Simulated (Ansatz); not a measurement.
# CsMg4Cu2Ag, from a guessed structure to a relaxed one

This structure for CsMg4Cu2Ag is made up. Its elements were placed in a known structure type with a cell scaled to their sizes. What cell does the guess relax to, and how far off was it?

Calculated with Ansatz 0.2.0; DFT, PBE, plane-wave PAW, files of the set soft_1, scalar-relativistic, ferromagnetic start, cell and ions relaxed at zero pressure; PAW set soft_1, in the first sound run; inputs show where later runs differ.

## 1. Starting point

Symmetry: Amm2, No. 38, orthorhombic system. The conventional cell has a = 5.551 Å, b = 6.757 Å, c = 11.692 Å, α = 90.00°, β = 90.00°, γ = 90.00°. Cs has 6 Mg at 3.33 to 3.42 Å and 4 Cu at 3.38 Å and 2 Ag at 3.44 Å nearest. Nearest to Ag lie 4 Cu at 3.37 to 3.38 Å and 6 Mg at 3.38 Å and 2 Cs at 3.44 Å. Nearest to Cu lie 2 Cu at 3.35 to 3.41 Å and 6 Mg at 3.36 to 3.40 Å and 2 Ag at 3.37 to 3.38 Å and 2 Cs at 3.38 Å. Nearest to Mg lie 4 Cu at 3.38 Å and 2 Ag at 3.38 Å and 6 Mg at 3.39 to 3.45 Å. Nearest to Mg lie 6 Mg at 3.31 to 3.45 Å and 4 Cu at 3.36 Å and 2 Cs at 3.38 Å. Nearest to Mg lie 6 Mg at 3.31 to 3.44 Å and 2 Cs at 3.33 to 3.42 Å and 2 Ag at 3.38 Å and 2 Cu at 3.40 Å. Farther neighbours are not listed.

## 2. Relaxation of the guess

The guessed cell has no reason to be at equilibrium. It is relaxed with the atoms, within the space group of the guess.

File input.yaml:

```yaml
crystal:
  lattice:
    - [5.551, 0.0, 0.0]
    - [0.0, 3.3785, 5.846]
    - [0.0, -3.3785, 5.846]
  atoms:
    - { symbol: Cs, position: [0.0, 0.8404, 0.8404] }
    - { symbol: Ag, position: [0.5, 0.6671, 0.6671] }
    - { symbol: Cu, position: [0.5, 0.6645, 0.1689], spin: 0.6 }
    - { symbol: Cu, position: [0.5, 0.1689, 0.6645], spin: 0.6 }
    - { symbol: Mg, position: [0.5, 0.1659, 0.1659] }
    - { symbol: Mg, position: [0.0, 0.3408, 0.3408] }
    - { symbol: Mg, position: [0.0, 0.8324, 0.3376] }
    - { symbol: Mg, position: [0.0, 0.3376, 0.8324] }
magnetization:
  spin_polarized: true
kpoints:
  mp_grid: { grid: [5, 5, 5] }
scf:
  occupations: { method: fermi_dirac, width: 0.05 }
hamiltonian:
  xc: pbe
  pseudopotentials: { kind: paw, azcp: { folder: soft_1 } }
relax:
  f_tol: 0.015
  max_steps: 70
  cell: {}
output:
  forces: true
  stress: true
```

Started as:

```
$ ansatz run input.yaml --threads 4 --pin off --max-ram 10240MiB --backend cpu --events-out ev --progress --plain --runs-dir out
```

Numbers of over 12 decimals in the logs are rounded to 6 here.

Log:

```text
Engine: ansatz 0.2.0, x86_64-unknown-linux-gnu
Pseudopotentials: kind: paw
Pseudopotential: Cs, paw, valence charge 9, recommended cutoff 420 eV (normal), soft_1/Cs.paw.azcp
Pseudopotential: Ag, paw, valence charge 19, recommended cutoff 420 eV (normal), soft_1/Ag.paw.azcp
Pseudopotential: Cu, paw, valence charge 19, recommended cutoff 420 eV (normal), soft_1/Cu.paw.azcp
Pseudopotential: Mg, paw, valence charge 10, recommended cutoff 420 eV (normal), soft_1/Mg.paw.azcp
Functional definition: PBE
  parameter kappa = 0.804
  parameter beta = 0.066725
  exchange = pbe_x(kappa = kappa, mu = beta*pi^2/3)
  correlation = pbe_c(beta = beta)
Crystal: 8 atoms, lattice volume = 219.272 Å³
Basis set: ecut = 420 eV, 4319 PW (Γ), exchange–correlation on 80×96×96 points (8 copies of the dense FFT grid, shifted against one another)
Bands: 65, of which v1, the nominal top of the filled ones, is band 53 counted from 1 (52 counted from 0)
Symmetry: 4 space group operations
Space group: Amm2 (ITA 38), of the structure as read, at distance tolerance 6.0e-5 Å
Magnetic group: BNS 38.187 (UNI 285), of the structure as read, at distance tolerance 6.0e-5 Å
k-points: 27 of 125 (time reversal used)
Non-local potential: Cs, projectors of the file, l = 0: 3, l = 1: 2, l = 2: 2, l = 3: 2
Non-local potential: Ag, projectors of the file, l = 0: 3, l = 1: 2, l = 2: 2, l = 3: 1
Non-local potential: Cu, projectors of the file, l = 0: 3, l = 1: 2, l = 2: 3, l = 3: 1
Non-local potential: Mg, projectors of the file, l = 0: 3, l = 1: 2, l = 2: 1
PAW form: soft (Blöchl's): semilocal exchange-correlation on the pseudo side does not see the compensation charge
PAW one-centre angular grid: Cs, 194 points (default); XC on 64 Gauss nodes
PAW one-centre angular grid: Ag, 590 points (default); XC on 64 Gauss nodes
PAW one-centre angular grid: Cu, 590 points (default); XC on 64 Gauss nodes
PAW one-centre angular grid: Mg, 110 points (default); XC on 64 Gauss nodes
Initial density: superposition of atomic densities (chi_scale 0.1, normalization cell, long waves kept (reshape's long-wave potential 0.00 eV rms))
Starting moments: Σ|m| = 1.2 μB on 2 of 8 sites
Initial wavefunctions: pseudopotential atomic-orbital guess
Functional: x = pbe(κ = 0.804, μ = 0.219515), c = pbe(β = 0.066725)
SCF iter   1: F=—  HF=-34214.291424 eV  |F-HF|=—  |Δ(HF+E_count)|=         —  Δρ=2.48e-1 (↑1.36e-1 ↓2.48e-1)  dr2=3.06e2  dr2_m=6.63e0  M=3.525 μB ∫|m|=3.785 μB  β_m=1.00  ethr=3.10e-3  ⟨swp⟩=8.6  Hψ=14667  notcnv=0  defer=12
preconditioner: auto → Kerker (q_TF=auto, 2.417 Å⁻¹)  [metal: Δε(μ)=0.005 eV  Ē_g=4.924 eV  σ=0.050 eV  W_gap=0.02  n_scr=46 (ndim 8)  ℏωp=17.4 eV  f_vac=0.000  D(μ)=15.94/eV (n_scr^D=162)]
spin=Collinear: Kerker preconditioning applied to the charge; magnetization (m = ρ↑ − ρ↓) channel mixes plain (no charge-response kernel on spin).
SCF iter   2: F=—  HF=-34219.713986 eV  |F-HF|=—  |Δ(HF+E_count)|=    5.42e0  Δρ=1.85e-1 (↑3.31e-2 ↓1.85e-1)  dr2=4.99e1  dr2_m=1.43e1  M=0.194 μB ∫|m|=0.258 μB  β_m=0.30  ethr=3.10e-3  ⟨swp⟩=4.0  Hψ=12739  notcnv=0  defer=86
SCF iter   3: F=—  HF=-34204.031639 eV  |F-HF|=—  |Δ(HF+E_count)|=    1.57e1  Δρ=1.04e-1 (↑1.87e-2 ↓1.04e-1)  dr2=1.22e1  dr2_m=6.72e0  M=0.163 μB ∫|m|=0.228 μB  β_m=0.30  ethr=3.10e-3  ⟨swp⟩=3.3  Hψ=9006  notcnv=0  defer=163
SCF iter   4: F=—  HF=-34202.680306 eV  |F-HF|=—  |Δ(HF+E_count)|=    1.35e0  Δρ=4.91e-2 (↑4.91e-2 ↓2.62e-2)  dr2=1.57e0  dr2_m=2.76e0  M=0.259 μB ∫|m|=0.355 μB  β_m=0.30  ethr=3.10e-3  ⟨swp⟩=3.1  Hψ=8446  notcnv=0  defer=167
SCF iter   5: F=—  HF=-34203.515615 eV  |F-HF|=—  |Δ(HF+E_count)|=   8.35e-1  Δρ=5.93e-2 (↑6.37e-3 ↓5.93e-2)  dr2=4.82e0  dr2_m=1.86e0  M=0.103 μB ∫|m|=0.150 μB  β_m=0.30  ethr=1.48e-3  ⟨swp⟩=2.9  Hψ=7680  notcnv=0  defer=173
SCF iter   6: F=—  HF=-34202.702887 eV  |F-HF|=—  |Δ(HF+E_count)|=   8.13e-1  Δρ=2.69e-2 (↑1.55e-2 ↓2.69e-2)  dr2=3.38e-1  dr2_m=8.93e-1  M=0.099 μB ∫|m|=0.144 μB  β_m=0.30  ethr=1.48e-3  ⟨swp⟩=2.0  Hψ=7191  notcnv=0  defer=181
SCF iter   7: F=—  HF=-34202.696731 eV  |F-HF|=—  |Δ(HF+E_count)|=   6.16e-3  Δρ=1.68e-2 (↑1.36e-2 ↓1.68e-2)  dr2=5.89e-2  dr2_m=4.60e-1  M=0.078 μB ∫|m|=0.117 μB  β_m=0.30  ethr=3.19e-4  ⟨swp⟩=2.1  Hψ=4590  notcnv=0  defer=182
Mixer restart at iter 7: flushing history
spin-set hold released at iteration 7 (site moments contracting): the magnetisation degrees of freedom join the quasi-Newton model from the next iteration; the mixer history was flushed
SCF iter   8: F=—  HF=-34202.728027 eV  |F-HF|=—  |Δ(HF+E_count)|=   3.13e-2  Δρ=1.35e-2 (↑1.35e-2 ↓8.51e-3)  dr2=2.99e-2  dr2_m=2.39e-1  M=0.063 μB ∫|m|=0.097 μB  β_m=0.59  ethr=5.55e-5  ⟨swp⟩=2.3  Hψ=5504  notcnv=0  defer=182
SCF iter   9: F=—  HF=-34202.813444 eV  |F-HF|=—  |Δ(HF+E_count)|=   8.54e-2  Δρ=9.04e-3 (↑1.39e-3 ↓9.04e-3)  dr2=1.49e-1  dr2_m=3.29e-2  M=0.023 μB ∫|m|=0.042 μB  β_m=0.56  ethr=2.82e-5  ⟨swp⟩=2.3  Hψ=6961  notcnv=0  defer=182
SCF iter  10: F=—  HF=-34202.779467 eV  |F-HF|=—  |Δ(HF+E_count)|=   3.40e-2  Δρ=1.47e-3 (↑1.33e-3 ↓1.47e-3)  dr2=1.38e-2  dr2_m=1.89e-5  M=0.003 μB ∫|m|=0.012 μB  β_m=0.64  ethr=2.82e-5  ⟨swp⟩=2.4  Hψ=7244  notcnv=0  defer=177
SCF iter  11: F=—  HF=-34202.777488 eV  |F-HF|=—  |Δ(HF+E_count)|=   1.98e-3  Δρ=2.19e-4 (↑2.19e-4 ↓1.44e-4)  dr2=4.15e-4  dr2_m=1.35e-5  M=0.001 μB ∫|m|=0.005 μB  β_m=0.82  ethr=1.30e-5  ⟨swp⟩=2.0  Hψ=4123  notcnv=0  defer=177
SCF iter  12: F=—  HF=-34202.777675 eV  |F-HF|=—  |Δ(HF+E_count)|=   1.88e-4  Δρ=1.79e-4 (↑1.26e-4 ↓1.79e-4)  dr2=2.77e-4  dr2_m=2.30e-6  M=0.001 μB ∫|m|=0.004 μB  β_m=0.91  ethr=3.92e-7  ⟨swp⟩=2.0  Hψ=4108  notcnv=0  defer=177
SCF iter  13: F=—  HF=-34202.777654 eV  |F-HF|=—  |Δ(HF+E_count)|=   2.18e-5  Δρ=6.42e-5 (↑6.42e-5 ↓6.14e-5)  dr2=3.50e-5  dr2_m=2.35e-8  M=0.000 μB ∫|m|=0.001 μB  β_m=0.84  ethr=2.62e-7  ⟨swp⟩=2.0  Hψ=4584  notcnv=0  defer=177
SCF iter  14: F=—  HF=-34202.777550 eV  |F-HF|=—  |Δ(HF+E_count)|=   1.03e-4  Δρ=4.07e-5 (↑3.32e-5 ↓4.07e-5)  dr2=1.05e-5  dr2_m=3.60e-8  M=0.000 μB ∫|m|=0.000 μB  β_m=0.92  ethr=3.30e-8  ⟨swp⟩=2.1  Hψ=5958  notcnv=0  defer=177
SCF iter  15: F=—  HF=-34202.777549 eV  |F-HF|=—  |Δ(HF+E_count)|=   1.27e-6  Δρ=1.28e-5 (↑7.04e-6 ↓1.28e-5)  dr2=8.55e-7  dr2_m=2.23e-8  M=-0.000 μB ∫|m|=0.000 μB  β_m=0.94  ethr=9.94e-9  ⟨swp⟩=2.0  Hψ=4449  notcnv=0  defer=177
SCF iter  16: F=—  HF=-34202.777549 eV  |F-HF|=—  |Δ(HF+E_count)|=   1.29e-7  Δρ=2.11e-6 (↑1.16e-6 ↓2.11e-6)  dr2=3.29e-8  dr2_m=1.17e-9  M=-0.000 μB ∫|m|=0.000 μB  β_m=0.97  ethr=9.43e-11  ⟨swp⟩=3.2  Hψ=11810  notcnv=0
[...]
SCF iter   1: F=—  HF=-34205.348062 eV  |F-HF|=—  |Δ(HF+E_count)|=         —  Δρ=4.27e-4 (↑4.27e-4 ↓4.27e-4)  dr2=1.10e-3  dr2_m=1.21e-12  M=-0.000 μB ∫|m|=0.000 μB  β_m=0.30  ethr=1.30e-6  ⟨swp⟩=3.0  Hψ=22436  notcnv=0
preconditioner: auto → Kerker (q_TF=auto, 2.396 Å⁻¹)  [metal: Δε(μ)=0.098 eV  Ē_g=6.753 eV  σ=0.050 eV  W_gap=0.40  n_scr=50 (ndim 8)  ℏωp=16.9 eV  f_vac=0.134  D(μ)=1.89/eV (n_scr^D=6)]
spin=Collinear: Kerker preconditioning applied to the charge; magnetization (m = ρ↑ − ρ↓) channel mixes plain (no charge-response kernel on spin).
SCF iter   2: F=—  HF=-34205.374038 eV  |F-HF|=—  |Δ(HF+E_count)|=   2.60e-2  Δρ=2.93e-4 (↑2.93e-4 ↓2.93e-4)  dr2=2.33e-4  dr2_m=7.80e-13  M=-0.000 μB ∫|m|=0.000 μB  β_m=0.44  ethr=1.04e-6  ⟨swp⟩=2.0  Hψ=4814  notcnv=0
SCF iter   3: F=—  HF=-34205.396432 eV  |F-HF|=—  |Δ(HF+E_count)|=   2.24e-2  Δρ=1.28e-4 (↑1.28e-4 ↓1.28e-4)  dr2=3.40e-5  dr2_m=2.10e-13  M=-0.000 μB ∫|m|=0.000 μB  β_m=0.36  ethr=2.20e-7  ⟨swp⟩=2.8  Hψ=4976  notcnv=0
SCF iter   4: F=—  HF=-34205.397202 eV  |F-HF|=—  |Δ(HF+E_count)|=   7.69e-4  Δρ=8.86e-5 (↑8.86e-5 ↓8.86e-5)  dr2=9.30e-6  dr2_m=1.78e-13  M=-0.000 μB ∫|m|=0.000 μB  β_m=0.57  ethr=3.21e-8  ⟨swp⟩=2.0  Hψ=4822  notcnv=0
SCF iter   5: F=—  HF=-34205.399251 eV  |F-HF|=—  |Δ(HF+E_count)|=   2.05e-3  Δρ=1.92e-5 (↑1.92e-5 ↓1.92e-5)  dr2=1.20e-5  dr2_m=3.05e-14  M=-0.000 μB ∫|m|=0.000 μB  β_m=0.64  ethr=8.77e-9  ⟨swp⟩=2.5  Hψ=4878  notcnv=0
SCF iter   6: F=—  HF=-34205.399308 eV  |F-HF|=—  |Δ(HF+E_count)|=   5.76e-5  Δρ=8.60e-6 (↑8.60e-6 ↓8.60e-6)  dr2=6.73e-6  dr2_m=1.04e-14  M=-0.000 μB ∫|m|=0.000 μB  β_m=0.76  ethr=8.77e-9  ⟨swp⟩=1.7  Hψ=3556  notcnv=0
SCF iter   7: F=—  HF=-34205.399309 eV  |F-HF|=—  |Δ(HF+E_count)|=   6.26e-7  Δρ=6.42e-6 (↑6.42e-6 ↓6.42e-6)  dr2=4.37e-6  dr2_m=3.97e-15  M=-0.000 μB ∫|m|=0.000 μB  β_m=0.88  ethr=6.35e-9  ⟨swp⟩=1.0  Hψ=3510  notcnv=0
SCF iter   8: F=—  HF=-34205.399309 eV  |F-HF|=—  |Δ(HF+E_count)|=   4.86e-8  Δρ=4.47e-6 (↑4.46e-6 ↓4.47e-6)  dr2=2.07e-7  dr2_m=1.00e-13  M=0.000 μB ∫|m|=0.000 μB  β_m=0.75  ethr=4.13e-9  ⟨swp⟩=2.0  Hψ=4810  notcnv=0
SCF iter   9: F=—  HF=-34205.399309 eV  |F-HF|=—  |Δ(HF+E_count)|=   2.90e-7  Δρ=3.91e-6 (↑3.91e-6 ↓3.91e-6)  dr2=1.12e-6  dr2_m=8.65e-15  M=-0.000 μB ∫|m|=0.000 μB  β_m=0.75  ethr=1.95e-10  ⟨swp⟩=2.0  Hψ=5696  notcnv=0
SCF iter  10: F=—  HF=-34205.399309 eV  |F-HF|=—  |Δ(HF+E_count)|=   8.03e-9  Δρ=2.22e-6 (↑2.22e-6 ↓2.22e-6)  dr2=3.51e-7  dr2_m=4.54e-15  M=-0.000 μB ∫|m|=0.000 μB  β_m=0.74  ethr=1.95e-10  ⟨swp⟩=2.0  Hψ=4070  notcnv=0
SCF iter  11: F=—  HF=-34205.399309 eV  |F-HF|=—  |Δ(HF+E_count)|=   2.89e-7  Δρ=3.77e-7 (↑3.76e-7 ↓3.77e-7)  dr2=3.17e-9  dr2_m=6.19e-15  M=-0.000 μB ∫|m|=0.000 μB  β_m=0.87  ethr=1.95e-10  ⟨swp⟩=2.0  Hψ=4818  notcnv=0
SCF iter  12: F=—  HF=-34205.399295 eV  |F-HF|=—  |Δ(HF+E_count)|=   1.43e-5  Δρ=3.49e-7 (↑3.49e-7 ↓3.49e-7)  dr2=2.88e-9  dr2_m=1.64e-15  M=-0.000 μB ∫|m|=0.000 μB  β_m=0.93  ethr=2.99e-12  ⟨swp⟩=3.0  Hψ=7198  notcnv=0
SCF iter  13: F=—  HF=-34205.399295 eV  |F-HF|=—  |Δ(HF+E_count)|=   7.41e-9  Δρ=2.70e-7 (↑2.70e-7 ↓2.69e-7)  dr2=1.15e-9  dr2_m=1.68e-15  M=-0.000 μB ∫|m|=0.000 μB  β_m=0.97  ethr=2.72e-12  ⟨swp⟩=2.0  Hψ=4814  notcnv=0
SCF iter  14: F=—  HF=-34205.399295 eV  |F-HF|=—  |Δ(HF+E_count)|=  2.69e-10  Δρ=6.81e-8 (↑6.79e-8 ↓6.81e-8)  dr2=1.67e-10  dr2_m=4.52e-15  M=0.000 μB ∫|m|=0.000 μB  β_m=0.98  ethr=1.08e-12  ⟨swp⟩=2.0  Hψ=4272  notcnv=0
SCF iter  15: F=-34205.399295 eV  HF=-34205.399295 eV  |F-HF|=1.46e-11  |Δ(HF+E_count)|=  2.33e-10  Δρ=2.25e-8 (↑2.25e-8 ↓2.24e-8)  dr2=8.99e-12  dr2_m=1.20e-16  M=0.000 μB ∫|m|=0.000 μB  ethr=1.00e-12  ⟨swp⟩=4.0  Hψ=10434  notcnv=0
the starting moments were not kept: the SCF closed with an absolute magnetisation of 5.7e-9 μB, where they sum to 1.2 μB in size (2 sites). That is at most 0.1 of that sum. Measured as dr2_m measures the in/out step, that magnetisation stands 1.0e-18 eV from none, at or under the dr2_threshold of 8.0e-11 eV: it is no larger than a step whose dr2_m would equal this threshold.
SCF 41 converged in 15 iterations: F = -34205.399295 eV  dr2 = 8.99e-12
relax step  41: F+E_penalty+E_count = -34205.39929457 eV  Δ(F+E_penalty+E_count) = -9.757e-4 eV  max|allowed force component| = 1.466e-2 eV/Å  Δτ_max = 0.0000 Å  P = +0.015 GPa  Ω = 230.973 Å³  stress off target by 1.81e-2 GPa  SCF on the basis re-selected at this cell (its energy is not comparable with the rows above)  (15 SCF iters)
basis re-selected at this cell: Δ(F+E_penalty+E_count) = -9.757e-4 eV, ΔP = -0.003 GPa vs the last step (what re-selecting the basis moved, of the pressure what is left beyond the Pulay correction that the steps carried, after the strain that the cell walked since its last selection, with what the two solves' SCF thresholds leave and, on support functions, any second-order correction that the steps lacked; it is no m [...]
SCF converged after 15 iterations
Magnetization: 0.0000 μB (53.0000 up, 53.0000 down)
Absolute magnetization: 0.0000 μB (∫|ρ↑−ρ↓|, with the PAW one-centre terms)
Spin contamination: 0.0000 ħ² per cell (⟨S²⟩ above its minimum at these occupations)
Per-site moments (μB) at R_I (Å): [(1.6620863983603208e-10, 1.570622), (-1.1920021670759233e-10, 1.148366), (-2.2583785430298817e-10, 1.067767), (-2.2583763469879586e-10, 1.067767), (-6.664619068072051e-11, 1.200499), (4.980818535346585e-10, 1.198897), (3.9265831933269416e-11, 1.119020), (3.926602988964781e-11, 1.119020)]
Free energy (F): -34205.399295 eV
Harris-Foulkes:  -34205.399295 eV  (|F-HF|=1.46e-11)
Internal energy: -34205.383539 eV  (E = F + TS)
E sigma→0 (E₀):  -34205.391417 eV
Entropy (-TS):   -0.015756 eV (-1.969 meV/atom)
Fermi energy:    5.916835 eV
--- Per-component energies (eV) ---
  E_band       = -3039.020508
  E_kinetic    = 1409.395504
  E_local      = -30632.851243  (includes V_loc(G=0)·N_el)
  E_nonlocal   = 2628.615733
  E_hartree    = 13193.888633
  E_xc         = -576.177888
  E_vxc        = -645.192231  (∫ρ·V_xc dr)
  E_paw        = -13861.433701  (= ΣΔE_a)
  E_vpaw       = -2186.767387  (= ΣTr[D̂ρ^β])
  E_aug_tail   = 0.001714  (compensation charges beyond the density's cutoff)
  E_ewald      = -6366.822292
  E_smearing   = -0.015756  (= −TS)
  E_closure    = 0.000000  (closes the sum)
  Σ components = -34205.399295   (vs F -34205.399295, Δ=0.00e0)
--- Forces (eV/Å), atoms counted from 1 ---
  atom   1  Cs    -0.00000000     0.00000000     0.00129400
  atom   2  Ag    -0.00000000     0.00000000    -0.00502736
  atom   3  Cu    -0.00000000    -0.00265289     0.00351713
  atom   4  Cu    -0.00000000     0.00265289     0.00351713
  atom   5  Mg    -0.00000000     0.00000000     0.00158474
  atom   6  Mg    -0.00000000    -0.00000000    -0.01466176
  atom   7  Mg     0.00000000     0.01034672     0.00488689
  atom   8  Mg    -0.00000000    -0.01034672     0.00488689
  max |Σ_I F_I| component: 2.33e-6 eV/Å
--- Stress (GPa, compression-positive) ---
        0.018065      -0.000000      -0.000000
       -0.000000       0.013447      -0.000000
       -0.000000      -0.000000       0.014265
  P = ⅓ Tr σ = 0.0153 GPa (0.153 kbar)
--- Relaxed structure (37 steps of the walk, 34 accepted, 4 SCFs on fresh bases) ---
  F+E_penalty+E_count = -34205.39929457 eV   max|allowed force component| = 1.466e-2 eV/Å   (the final SCF, on the basis selected at the relaxed cell)
  cell:  # Å, volume = 230.9733 Å³
    - [4.464039, 0.0, 0.0]
    - [0.0, 2.856299, 9.057329]
    - [0.0, -2.856299, 9.057329]
  atoms:
    - { symbol: Cs, position: [0, 0.780966, 0.780966] }
    - { symbol: Ag, position: [0.500000, 0.606357, 0.606357] }
    - { symbol: Cu, position: [0.500000, 0.749294, 0.202420] }
    - { symbol: Cu, position: [0.500000, 0.202420, 0.749294] }
    - { symbol: Mg, position: [0.500000, 0.137163, 0.137163] }
    - { symbol: Mg, position: [0, 0.419956, 0.419956] }
    - { symbol: Mg, position: [0, 0.813482, 0.307961] }
    - { symbol: Mg, position: [0, 0.307961, 0.813482] }
```

Elapsed: 7.8 min, on 4 threads of INTEL XEON PLATINUM 8581C at 2.10GHz (Emerald Rapids), shared host; peak memory 1.2 GiB.

Relaxation path (22 of 41):

| step | energy less that of the first step (eV) | largest force component (eV/Å) | pressure (GPa) | volume (Å³) |
| --- | --- | --- | --- | --- |
| 1 | 0.0000 | 0.4820 | -3.49 | 219.27 |
| 3 | -1.2443 | 0.7920 | 0.10 | 182.68 |
| 5 | -2.0684 | 0.1711 | 1.62 | 190.61 |
| 7 | -2.2774 | 0.3686 | 0.52 | 214.64 |
| 9 | -2.3669 | 0.1043 | -0.21 | 209.29 |
| 11 | -2.3749 | 0.0122 | -0.03 | 209.74 |
| 12 | -2.3750 | 0.0065 | 0.01 | 209.55 |
| 14 | -2.3974 | 0.0243 | 0.05 | 210.65 |
| 16 | -2.4126 | 0.1052 | 0.18 | 212.21 |
| 18 | -2.4223 | 0.0118 | -0.01 | 213.62 |
| 20 | -2.4243 | 0.0058 | 0.01 | 213.75 |
| 22 | -2.4249 | 0.0157 | 0.00 | 214.54 |
| 24 | -2.4758 | 0.1610 | 0.35 | 217.92 |
| 26 | -2.4818 | 0.3992 | 1.01 | 220.99 |
| 28 | -2.5530 | 0.0274 | -0.06 | 223.74 |
| 30 | -2.5566 | 0.0393 | 0.00 | 223.32 |
| 31 | -2.5623 | 0.0710 | 0.09 | 222.54 |
| 33 | -2.5794 | 0.0564 | -0.22 | 223.96 |
| 35 | -2.5803 | 0.0508 | 0.06 | 222.05 |
| 37* | -2.6035 | 0.0079 | 0.20 | 222.30 |
| 39 | -2.6204 | 0.0168 | 0.04 | 229.55 |
| 41* | -2.6217 | 0.0147 | 0.02 | 230.97 |

Relaxation steps marked * repeat the geometry before them on a plane-wave basis chosen anew for their cell, so energy and pressure can jump there. Other such steps can lie between the rows shown. Relaxation steps 26, 29, 35 were tried and not accepted.

The run keeps the 4 symmetry operations that it works with, so distortions that break them were not tested.

| cell as run | before | after | change |
| --- | --- | --- | --- |
| a (Å) | 5.551 | 4.464 | -19.6 % |
| b (Å) | 6.752 | 9.497 | +40.7 % |
| c (Å) | 6.752 | 9.497 | +40.7 % |
| α (°) | 60.05 | 35.01 | -41.7 % |
| volume (Å³/atom) | 27.41 | 28.87 | +5.3 % |

The atoms that moved most (Å, as changes of fractional coordinates times the final cell):

| atom | dx | dy | dz | length |
| --- | --- | --- | --- | --- |
| Mg6 | 0.000 | 0.000 | 1.434 | 1.434 |
| Ag2 | 0.000 | 0.000 | -1.100 | 1.100 |
| Cu4 | 0.000 | -0.146 | 1.072 | 1.082 |
| Cu3 | 0.000 | 0.146 | 1.072 | 1.082 |
| Cs1 | 0.000 | 0.000 | -1.077 | 1.077 |
| Mg5 | 0.000 | 0.000 | -0.521 | 0.521 |
| Mg7 | 0.000 | 0.031 | -0.440 | 0.441 |
| Mg8 | 0.000 | -0.031 | -0.440 | 0.441 |

Numbers from this step:

| Item | Value |
| --- | --- |
| free energy | -34205.3993 eV |
| energy at zero smearing | -34205.3914 eV |
| smearing term TS | 0.01576 eV |
| Fermi energy | 5.917 eV |
| electrons | 106 |
| symmetry operations | 4 |
| pressure | 0.01526 GPa |

The shortest distance of each pair, which need not be the same contact before and after:

| pair | guess (Å) | relaxed (Å) |
| --- | --- | --- |
| Cu–Cu | 3.349 | 2.589 |
| Cu–Mg | 3.361 | 2.713 |
| Ag–Mg | 3.379 | 2.784 |
| Mg–Mg | 3.309 | 2.825 |
| Ag–Cu | 3.373 | 2.833 |

The relaxation ends with a largest force component of 0.015 eV/Å and a pressure of 0.02 GPa. The starting moments have collapsed: the run ends non-magnetic.

(Continued in part 2 of 2.)

[Logs are printed without paths, hosts, clocks, repeated set-up lines and the standing remarks that a program may print on its own settings, such as how far it seeks lower states.]

[Hosts, paths, dates, database ids (printed as entryN), source tags and the programs' standing remarks are cut or masked in the printed files.]
